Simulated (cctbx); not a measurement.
**What resolution and counting buy: Zn3WS4**

Space group P-43m (no. 215), a = 5.6480 Å, b = 5.6480 Å, c = 5.6480 Å, α = 90.00°, β = 90.00°, γ = 90.00°.

| atom | mult. | x | y | z | Ueq (Å²) |
| --- | --- | --- | --- | --- | --- |
| W1 | 1 | 0 | 0 | 0 | 0.0069 |
| Zn1 | 3 | 0 | 1/2 | 1/2 | 0.0110 |
| S1 | 4 | 0.2519 | 0.2519 | 0.2519 | 0.0110 |

The model is made up (kin elements in a known structure type, no relaxation), so it says nothing on whether the phase exists.

Five simulated data sets (cctbx; Mo Kα, λ = 0.71073 Å; 2 % proportional error) differ in resolution or exposure (noise floor 2 counts in the first three, 8 in the last two). Each is refined with the right model, isotropic at 1.1 Å and anisotropic otherwise. How do the figures of merit and the uncertainties move?

| d min (Å) | top counts | ⟨I/σ⟩ (unmerged, absences included) | unique | param. (scale apart) | Rint | R1 | GooF | largest s.u. xyz (fractional) | s.u. U of S1 (Å²) | largest error (Å) |
| --- | --- | --- | --- | --- | --- | --- | --- | --- | --- | --- |
| 1.1 | 40000 | 34.2 | 41 | 4 | 0.019 | 0.0036 | 0.84 | 0.00009 | 0.0004 | 0.0012 |
| 0.84 | 40000 | 32.1 | 83 | 6 | 0.019 | 0.0032 | 0.85 | 0.00005 | 0.0002 | 0.0002 |
| 0.6 | 40000 | 27.9 | 198 | 6 | 0.020 | 0.0038 | 0.94 | 0.00004 | 0.0001 | 0.0003 |
| 0.75 | 300 | 2.3 | 110 | 6 | 0.249 | 0.0467 | 0.99 | 0.00146 | 0.0013 | 0.0057 |
| 0.75 | 3000 | 10.6 | 110 | 6 | 0.048 | 0.0105 | 0.99 | 0.00022 | 0.0003 | 0.0008 |

The number of reflections grows roughly as 1/d³: 41, 83 and 198 here. R1 follows the noise rather than the truth: at 300 counts it is 0.0467, at 3000 counts 0.0105, while GooF is 0.99 and 0.99: the weights 1/σ² carry the noise. The s.u. of U (U11 where anisotropic) for S1 goes 0.0004, 0.0002, 0.0001 Å² with resolution and 0.0013, 0.0003 Å² with exposure.

Hardware for the 0.6 Å refinement: 0.43 s on 1 thread of Arm Neoverse V2, with other jobs on the host, peak memory 0.09 GiB.
